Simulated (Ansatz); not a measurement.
# What KSrBr3 (built on the sites of a database entry of CsPbBr3) distorts into

Aim: this structure of KSrBr3 (built on the sites of a database entry of CsPbBr3) is to be tested for unstable modes, and one is followed downhill.

Method: DFT PBEsol, scalar-relativistic, plane waves, PseudoDojo norm-conserving pseudopotentials, in Ansatz 0.2.0.

Most raw output is cut from this account.

The structure was built from a prototype and need not be the compound's stable phase.

### 1. The structure

The structure is cubic, space group Pm-3m (No. 221). The conventional cell has a = 5.873 Å, b = 5.873 Å, c = 5.873 Å, α = 90.00°, β = 90.00°, γ = 90.00°. Nearest to K lie 12 Br at 4.15 Å. Nearest to Sr lie 6 Br at 2.94 Å. Nearest to Br lie 2 Sr at 2.94 Å and 4 K at 4.15 Å. Farther neighbours and most contacts between anions are not listed.

### 2. The dispersion

The cell comes from relaxations at this level that are not shown. Stability and thermal properties need the whole zone. Linear response on a 2×2×2 q mesh gives force constants as far as a supercell of that size would, and the tensors from the zone-centre run are typed in so that the long-range dipole term is interpolated apart.

Contents of input.yaml:

```yaml
crystal:
  lattice:
    - [5.8733190708, 0.0, 0.0]
    - [0.0, 5.8733190708, 0.0]
    - [0.0, 0.0, 5.8733190708]
  atoms:
    - { symbol: K, position: [0.0, 0.0, 0.0] }
    - { symbol: Sr, position: [0.5, 0.5, 0.5] }
    - { symbol: Br, position: [0.0, 0.5, 0.5] }
    - { symbol: Br, position: [0.5, 0.0, 0.5] }
    - { symbol: Br, position: [0.5, 0.5, 0.0] }
kpoints:
  mp_grid: { grid: [4, 4, 4] }
hamiltonian:
  xc: pbesol
  pseudopotentials: { kind: nc, accuracy: standard }
scf:
  occupations: { method: fixed }
output:
  eigenvalues: true
phonons:
  method: dfpt
  qmesh: [2, 2, 2]
  temperatures: { t_max: 1000, t_step: 50 }
  qpath:
    path:
      - [[0.0, 0.0, 0.0], [0.0, 0.5, 0.0], [0.5, 0.5, 0.0], [0.0, 0.0, 0.0], [0.5, 0.5, 0.5], [0.0, 0.5, 0.0]]
      - [[0.5, 0.5, 0.5], [0.5, 0.5, 0.0]]
    npoints: 10
  non_analytic_term:
    high_frequency_dielectric_tensor: [[2.7386, 0.0, 0.0], [0.0, 2.7386, 0.0], [0.0, 0.0, 2.7386]]
    born_effective_charges:
      - { species: K, tensor: [[1.314, 0.0, 0.0], [0.0, 1.314, 0.0], [0.0, 0.0, 1.314]] }
      - { species: Sr, tensor: [[2.4104, 0.0, 0.0], [0.0, 2.4104, 0.0], [0.0, 0.0, 2.4104]] }
      - { species: Br, tensor: [[-2.0009, 0.0, 0.0], [0.0, -0.8617, 0.0], [0.0, 0.0, -0.8617]] }
      - { species: Br, tensor: [[-0.8617, 0.0, 0.0], [0.0, -2.0009, 0.0], [0.0, 0.0, -0.8617]] }
      - { species: Br, tensor: [[-0.8617, 0.0, 0.0], [0.0, -0.8617, 0.0], [0.0, 0.0, -2.0009]] }
    source: "zone-centre run at this cell"
```

The run is started by

```bash
> ansatz run input.yaml --threads 8 --pin off --max-ram 14336MiB --backend cpu --events-out ev --progress --plain --runs-dir out
```

The job ended after 4.4 min (8 threads of Arm Neoverse N1, shared host; peak memory 2.6 GiB).

Numbers from this step:

```
gap on the k-mesh                                       : 3.725 eV
volume per atom                                         : 40.52 Å³
sum-rule residual before enforcement                    : 1.92e-4 eV/Å²
lowest frequency on the path                            : -55.50 cm⁻¹
point group                                             : m-3m
highest frequency on the path or at a solved wavevector : 208.9 cm⁻¹
highest optical mode at the zone centre (no LO-TO term) : 180.3 cm⁻¹
lowest optical zone-centre mode                         : -55.5 cm⁻¹
lowest mode on the q mesh (acoustic modes at Γ apart)   : -55.5 cm⁻¹
```

Frequencies (cm⁻¹) solved at each irreducible wavevector; negative means imaginary. Frequencies by wavevector, by row:

| q in reciprocal lattice units | star | mode 1 | mode 2 | mode 3 | mode 4 | mode 13 | mode 14 | mode 15 |
| --- | --- | --- | --- | --- | --- | --- | --- | --- |
| 0 0 0 | 1 | -55.5 | -55.5 | -55.5 | -20.9 | 180.3 | 180.3 | 180.3 |
| 0 0 -0.5 | 3 | -50.8 | -50.8 | -20.6 | -20.6 | 163.1 | 180.3 | 180.3 |
| 0 -0.5 -0.5 | 3 | -51.7 | -51.7 | -42.1 | -41.8 | 149.1 | 165.9 | 180.2 |
| -0.5 -0.5 -0.5 | 1 | -54.3 | -54.3 | -54.3 | -42.3 | 147.1 | 147.1 | 169.3 |

Interpolated from a 2×2×2 q mesh, with the LO-TO term (at Γ the limit along the path; where Γ stands inside the path, tables give the limit on arrival). The phonon branches at the labelled points (cm⁻¹):

| point | branch 1 | branch 2 | branch 3 | branch 4 | branch 12 | branch 13 | branch 14 | branch 15 |
| --- | --- | --- | --- | --- | --- | --- | --- | --- |
| Γ | -56 | -56 | -21 | -21 | 59 | 180 | 180 | 209 |
| halfway | -53 | -53 | -19 | -19 | 95 | 180 | 180 | 196 |
| X | -51 | -51 | -21 | -21 | 149 | 163 | 180 | 180 |
| halfway | -52 | -47 | -38 | -33 | 149 | 154 | 180 | 182 |
| M | -52 | -52 | -42 | -42 | 149 | 149 | 166 | 180 |
| halfway | -52 | -50 | -30 | -29 | 96 | 170 | 180 | 195 |
| Γ | -56 | -56 | -21 | -21 | 59 | 180 | 180 | 209 |
| halfway | -52 | -52 | -32 | -30 | 98 | 171 | 171 | 194 |
| R | -54 | -54 | -54 | -42 | 147 | 147 | 147 | 169 |
| halfway | -52 | -50 | -44 | -35 | 148 | 152 | 172 | 185 |
| X | -51 | -51 | -21 | -21 | 149 | 163 | 180 | 180 |
| jump to R | -54 | -54 | -54 | -42 | 147 | 147 | 147 | 169 |
| halfway | -52 | -52 | -49 | -42 | 148 | 148 | 159 | 180 |
| M | -52 | -52 | -42 | -42 | 149 | 149 | 166 | 180 |

Symmetry leaves 4 wavevectors to solve. The lowest mode among them, the acoustic zeros apart, lies at Γ and is imaginary, 55.5i cm⁻¹, so the energy falls along it.

### 3. The mode frozen in, largest atomic shift 0 Å

The mode followed lies at q = (-0.5, -0.5, -0.5) with frequency 54.3i cm⁻¹ and is 3-fold degenerate, one of the unstable modes though not the softest. At small amplitude the distorted cell has space group no. 139 by a symmetry search on the positions. The undistorted cell that holds it gives the zero of energy on the same k mesh.

System of this step: KSrBr3 (built on the sites of a database entry of CsPbBr3). Symmetry: Pm-3m, No. 221, cubic system. Conventional cell: a = 5.873 Å, b = 5.873 Å, c = 5.873 Å, α = 90.00°, β = 90.00°, γ = 90.00°. K has 12 Br at 4.15 Å nearest. Nearest to Sr lie 6 Br at 2.94 Å. Nearest to Br lie 2 Sr at 2.94 Å and 4 K at 4.15 Å. Farther neighbours and most contacts between anions are not listed.

Contents of input.yaml:

```yaml
crystal:
  lattice:
    - [5.8733190708, 5.8733190708, 0.0]
    - [5.8733190708, 0.0, 5.8733190708]
    - [5.8733190708, 0.0, -5.8733190708]
  atoms:
    - { symbol: K, position: [0.0, 0.0, 0.0] }
    - { symbol: K, position: [0.0, 0.5, 0.5] }
    - { symbol: Sr, position: [0.5, 0.25, 0.75] }
    - { symbol: Sr, position: [0.5, 0.75, 0.25] }
    - { symbol: Br, position: [0.5, 0.0, 0.5] }
    - { symbol: Br, position: [0.5, 0.5, 0.0] }
    - { symbol: Br, position: [0.0, 0.5, 0.0] }
    - { symbol: Br, position: [0.0, 0.0, 0.5] }
    - { symbol: Br, position: [0.5, 0.0, 0.0] }
    - { symbol: Br, position: [0.5, 0.5, 0.5] }
kpoints:
  mp_grid: { grid: [4, 4, 4] }
hamiltonian:
  xc: pbesol
  pseudopotentials: { kind: nc, accuracy: standard }
scf:
  occupations: { method: gaussian, width: 0.02 }
output:
  forces: true
  stress: true
  eigenvalues: true
```

Wall time 13 s (8 threads); peak memory 3.1 GiB.

This step gave:

| Quantity | Value |
| --- | --- |
| pressure | 0.003067 GPa |
| gap on the k-mesh | 3.726 eV |
| energy from the undistorted cell | 0 meV/atom |

At this level the gap is 3.73 eV on the k-mesh of the self-consistent run, which can miss the band edges.

### 4. The mode frozen in, largest atomic shift 0.6 Å

The atoms are moved along the unstable eigenvector, the largest shift by 0.6 Å, with the cell fixed.

input.yaml, the sections that differ from step 3:

```yaml
crystal:
  lattice:
    - [5.8733190708, 5.8733190708, 0.0]
    - [5.8733190708, 0.0, 5.8733190708]
    - [5.8733190708, 0.0, -5.8733190708]
  atoms:
    - { symbol: K, position: [-0.1021568883, 0.0510784441, 0.0510784441] }
    - { symbol: K, position: [0.1021568883, 0.4489215559, 0.4489215559] }
    - { symbol: Sr, position: [0.5, 0.25, 0.75] }
    - { symbol: Sr, position: [0.5, 0.75, 0.25] }
    - { symbol: Br, position: [0.5, 0.0127798351, 0.4872201649] }
    - { symbol: Br, position: [0.5, 0.4872201649, 0.0127798351] }
    - { symbol: Br, position: [0.0, 0.5, 0.0] }
    - { symbol: Br, position: [0.0, 0.0, 0.5] }
    - { symbol: Br, position: [0.5, 0.0127798351, 0.0127798351] }
    - { symbol: Br, position: [0.5, 0.4872201649, 0.4872201649] }
# kpoints, hamiltonian, scf, output: as in step 3
```

Elapsed: 19 s, on 8 threads; peak memory 3.5 GiB.

This step gave:

- pressure: 0.1975 GPa
- gap on the k-mesh: 3.875 eV
- energy from the undistorted cell: -15.03 meV/atom

The energy, extrapolated to zero smearing, is -15.03 meV/atom against the undistorted cell.

The run ends at a pressure of 0.20 GPa, with forces up to 0.14 eV/Å.

### 5. Energy along the mode, all amplitudes (two of the runs are shown above)

An imaginary frequency means negative curvature, so the energy should fall and then rise again as anharmonic terms take over.

This step gave:

| Quantity | Value |
| --- | --- |
| depth at the lowest point sampled | 15.03 meV/atom |
| largest atomic shift at that point | 0.6 Å |

Energy from the parent against largest atomic shift:

| largest atomic shift (Å) | energy from the parent (meV/atom) |
| --- | --- |
| 0.000 | 0 |
| 0.040 | -0.085 |
| 0.080 | -0.339 |
| 0.140 | -1.03 |
| 0.220 | -2.50 |
| 0.320 | -5.12 |
| 0.450 | -9.49 |
| 0.600 | -15.0 |

Displacement at unit largest shift by atom:

| atom | x (Å) | y (Å) | z (Å) | size |
| --- | --- | --- | --- | --- |
| K1 | 0.00 | -1.00 | 0.00 | 1.00 |
| K2 | 0.00 | 1.00 | 0.00 | 1.00 |
| Sr3 | 0.00 | 0.00 | 0.00 | 0.00 |
| Sr4 | 0.00 | 0.00 | 0.00 | 0.00 |
| Br5 | 0.00 | 0.00 | 0.25 | 0.25 |
| Br6 | 0.00 | 0.00 | -0.25 | 0.25 |
| Br7 | 0.00 | 0.00 | 0.00 | 0.00 |
| Br8 | 0.00 | 0.00 | 0.00 | 0.00 |
| Br9 | 0.25 | 0.00 | 0.00 | 0.25 |
| Br10 | -0.25 | 0.00 | 0.00 | 0.25 |

The lowest of the steps tried is the last one, at 0.6 Å, 15.0 meV/atom below the parent; the bottom of the well need not coincide with a step.

### 6. Relaxation from the frozen mode

Starting from the lowest point found, all atoms and the cell are let go, so that strain and other modes of the same symmetry can join in.

input.yaml, as its differences from that of step 4:

```diff
@@ -22,3 +22,3 @@
 scf:
-  occupations: { method: gaussian, width: 0.02 }
+  occupations: { method: fixed }
 output:
@@ -27 +27,6 @@
   eigenvalues: true
+relax:
+  adjacent_minimum: "off"
+  f_tol: 0.002
+  max_steps: 120
+  cell: { stress_tol: 0.03 }
```

The job ended after 2.3 min (8 threads; peak memory 3.6 GiB; 18 min of CPU time).

Relaxation path:

| step | energy less that of the first step (eV) | largest force component (eV/Å) | pressure (GPa) | volume (Å³) |
| --- | --- | --- | --- | --- |
| 1 | 0.0000 | 0.1373 | 0.20 | 405.21 |
| 2 | -0.0230 | 0.1430 | 0.01 | 410.15 |
| 3 | -0.0755 | 0.0475 | 0.06 | 414.45 |
| 4 | -0.0770 | 0.0473 | -0.02 | 419.13 |
| 5 | -0.0795 | 0.0046 | -0.01 | 417.44 |
| 6 | -0.0795 | 0.0009 | 0.00 | 417.29 |
| 7* | -0.0797 | 0.0009 | 0.00 | 417.29 |

Relaxation steps marked * repeat the geometry before them on a plane-wave basis chosen anew for their cell, so energy and pressure can jump there.

Forces are held to the 16 operations that the run works with; a distortion that breaks them can't arise in this run.

| conventional cell, symmetrised | before | after | change |
| --- | --- | --- | --- |
| a (Å) | 8.306 | 8.384 | +0.9 % |
| b (Å) | 8.306 | 8.384 | +0.9 % |
| c (Å) | 11.747 | 11.874 | +1.1 % |
| volume (Å³/atom) | 40.52 | 41.73 | +3.0 % |

The atoms that moved most (Å, as changes of fractional coordinates times the final cell):

| atom | dx | dy | dz | length |
| --- | --- | --- | --- | --- |
| K1 | 0.000 | -0.303 | 0.000 | 0.303 |
| K2 | 0.000 | 0.303 | 0.000 | 0.303 |
| Br10 | -0.098 | 0.000 | 0.000 | 0.098 |
| Br6 | 0.000 | 0.000 | -0.098 | 0.098 |
| Br5 | 0.000 | 0.000 | 0.098 | 0.098 |
| Br9 | 0.098 | 0.000 | 0.000 | 0.098 |

Final coordinates:

```
K Sr Br
1.0
     5.92822    5.93694    0.00000
     5.92822    0.00000    5.92822
     5.92822    0.00000   -5.92822
K Sr Br
2 2 6
Direct
  0.84687 0.07657 0.07657
  0.15313 0.42343 0.42343
  0.50000 0.25000 0.75000
  0.50000 0.75000 0.25000
  0.50000 0.02104 0.47896
  0.50000 0.47896 0.02104
  0.00000 0.50000 0.00000
  0.00000 0.00000 0.50000
  0.50000 0.02104 0.02104
  0.50000 0.47896 0.47896
```

This step gave:

```
pressure          : 0.004220 GPa
gap on the k-mesh : 3.997 eV
volume per atom   : 41.73 Å³
```

The distorted start has space group I4/mmm; the relaxation ends in I4/mmm.

### 7. Summary of results

| Item | Value |
| --- | --- |
| unstable mode of the parent | q = (-0.5, -0.5, -0.5), 54i cm⁻¹ |
| depth at the lowest point sampled | 15.0 meV/atom |
| largest atomic shift at that point | 0.6 Å |
| space group reached (within 0.01 Å) | I4/mmm |
| energy gained over the parent (first relaxation, on the mesh of the frozen mode) | 23.0 meV/atom |
| volume per atom, phase reached | 41.7 Å³ |
| gap on the k-mesh, phase reached | 4.00 eV |

What this shows: Along this mode the structure falls into I4/mmm, 23.0 meV/atom below the parent. At the parent's cell the well is 15.03 meV/atom deep on the steps tried, with its lowest point at a shift of 0.6 Å. That is the last step tried, so the steps alone don't bracket the bottom of the well. Relaxing atoms and cell changes the gain by +7.97 meV/atom against the lowest step (energies at zero smearing). The modes of the phase reached were not computed on this path. Of the 6 patterns followed to their end from this parent, this one ends 54.0 meV/atom above the lowest, Imma. Another end point lies within 1 meV/atom; how such a difference moves with mesh and cutoff was not tested. Each path keeps the symmetry of its pattern, so a lower phase may lie along a pattern not tried. The starting cell was built on a prototype and not taken from a measurement, so the phase need not exist.

[Logs are printed without paths, hosts, clocks, repeated set-up lines and the standing remarks that a program may print on its own settings, such as how far it seeks lower states.]

[Hosts, paths, dates, database ids (printed as entryN), source tags and the programs' standing remarks are cut or masked in the printed files.]
